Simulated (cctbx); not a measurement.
# Solving a structure by charge flipping

Cell a = 7.2770 Å, b = 7.2770 Å, c = 7.2770 Å, α = 90.00°, β = 90.00°, γ = 90.00°; space group Im-3 (no. 204); content Ru8 Sr2 Mn6 O24.

The data are simulated with cctbx, not measured: Cu Kα, λ = 1.54184 Å, to d = 0.83 Å, 80 % of the full sphere, strongest reflection 70000 counts, noise from counting, a 3 % proportional error and a noise floor of 8 counts (s.d.); no absorption.

1 earlier start (other random phases, and plain and normalised amplitudes in turn) led nowhere (symmetry correlation 0.93).

Charge flipping in P1 on normalised amplitudes to 0.83 Å, δ = 0.9 σ, 20 % of the reflections treated as weak, 600 cycles:

```text
cycle      R  skewness
    0  0.659     0.32
   50  0.366     4.30
  100  0.398     4.46
  150  0.377     4.27
  200  0.363     4.32
  250  0.385     4.35
  300  0.353     4.24
  350  0.349     4.29
  400  0.388     4.32
  450  0.385     4.24
  500  0.381     4.23
  550  0.394     4.27
origin shift          correlation  skewness
-0.008  0.719  0.768      0.999      6.74
-0.008  0.219  0.268      0.998      6.57
 0.242  0.969  0.518      0.998      6.60
 0.242  0.969  0.018      0.998      6.61
taken: symmetry correlation 0.999, skewness 6.74
peak      x       y       z  mult  height/sigma
Q1    0.2500  0.2500  0.2500    8     14.9
Q2    0.0000  0.0000  0.0000    2     12.4
Q3    0.0000  0.0000  0.5000    6      8.3
Q4    0.0000  0.3111  0.1751   24      1.2
Q5    0.0000  0.2457  0.5000   12      0.7
Q6    0.0701  0.2815  0.2819   48      0.6
Q7    0.0928  0.0928  0.0928   16      0.6
Q8    0.0000  0.0000  0.2565   12      0.6
Q9    0.0000  0.3669  0.3592   24      0.4
```

The origin is taken among those within 0.04 of the best correlation, by the skewness of the map.

It took 0.53 s on 1 thread of Arm Neoverse V2 (shared host), peak memory 0.07 GiB.

**Question.** Which peaks are atoms, and which elements?

Heights go roughly as Z and multiplicities must add up to the content. First model: Q1 = Ru1 (8 in the cell, height 14.9), Q2 = Sr1 (2 in the cell, height 12.4), Q3 = Mn1 (6 in the cell, height 8.3) and Q4 = O1 (24 in the cell, height 1.2). Against the true structure, Q1 is Ru, Q2 is Sr, Q3 is Mn and Q4 is O; the other peaks are not atoms.

Least squares on F², isotropic:

```text
Rint 0.024, 77 unique reflections to 0.83 A
cycle     R1     wR2    GooF  max shift (A)
   1  0.0858  0.2028  13.650   0.03756
   2  0.0045  0.0120   0.807   0.00000
final R1 0.0045 wR2 0.0120 GooF 0.807  parameters 6  data/parameter 12.8
atom        x        y        z      Ueq    occ   su(xyz)  su(Uiso or U11)
Ru1    0.25000  0.25000  0.25000   0.0093  1.000  0.00000  0.0001
Sr1    0.00000  0.00000  0.00000   0.0099  1.000  0.00000  0.0001
Mn1    0.00000  0.00000  0.50000   0.0121  1.000  0.00000  0.0001
O1     0.00000  0.30633  0.17313   0.0191  1.000  0.00010  0.0002
difference map: max 0.26 min -0.12 rms 0.04
Q1    0.0000  0.3354  0.5000   12    0.26  1.20 A from Mn1
Q2    0.0000  0.1812  0.2240   24    0.18  0.98 A from O1
Q3    0.0000  0.0000  0.1125   12    0.13  0.82 A from Sr1
Q4    0.0000  0.0000  0.3875   12    0.11  0.82 A from Mn1
Q5    0.0000  0.4172  0.2654   24    0.11  1.05 A from O1
```

Anisotropic refinement:

```text
Rint 0.024, 77 unique reflections to 0.83 A
cycle     R1     wR2    GooF  max shift (A)
   1  0.0045  0.0121   0.852   0.00008
   2  0.0046  0.0117   0.820   0.00000
final R1 0.0046 wR2 0.0117 GooF 0.820  parameters 12  data/parameter 6.4
atom        x        y        z      Ueq    occ   su(xyz)  su(Uiso or U11)
Ru1    0.25000  0.25000  0.25000   0.0093  1.000  0.00000  0.0001
Sr1    0.00000  0.00000  0.00000   0.0098  1.000  0.00000  0.0001
Mn1    0.00000  0.00000  0.50000   0.0121  1.000  0.00000  0.0002
O1     0.00000  0.30632  0.17312   0.0191  1.000  0.00011  0.0004
difference map: max 0.26 min -0.13 rms 0.04
Q1    0.0000  0.3349  0.5000   12    0.26  1.20 A from Mn1
Q2    0.0000  0.1827  0.2242   24    0.18  0.97 A from O1
Q3    0.0000  0.0000  0.1117   12    0.12  0.81 A from Sr1
Q4    0.0000  0.0000  0.3941   12    0.11  0.77 A from Mn1
Q5    0.0000  0.4180  0.2663   24    0.11  1.06 A from O1
Q6    0.1383  0.2139  0.2642   48    0.08  0.86 A from Ru1
```

**Reading.** The refinement ends at R1 = 0.0046, wR2 = 0.0117, GooF = 0.82, with difference density between -0.13 and 0.26 e/Å³. Every site matches the true model in element, within 0.001 Å r.m.s., up to an allowed shift of origin.

True model:

```csv
atom,mult.,x,y,z,Ueq (Å²)
Ru1,8,1/4,1/4,3/4,0.0093
Sr1,2,0,0,0,0.0099
Mn1,6,0,1/2,0,0.0121
O1,24,1/2,0.8061,0.3269,0.0190
```

The model is made up (kin elements in a known structure type, no relaxation), so it says nothing on whether the phase exists.

[Middle refinement cycles are left out of these outputs.]

[Logs are printed without paths, hosts, clocks, repeated set-up lines and the standing remarks that a program may print on its own settings, such as how far it seeks lower states.]
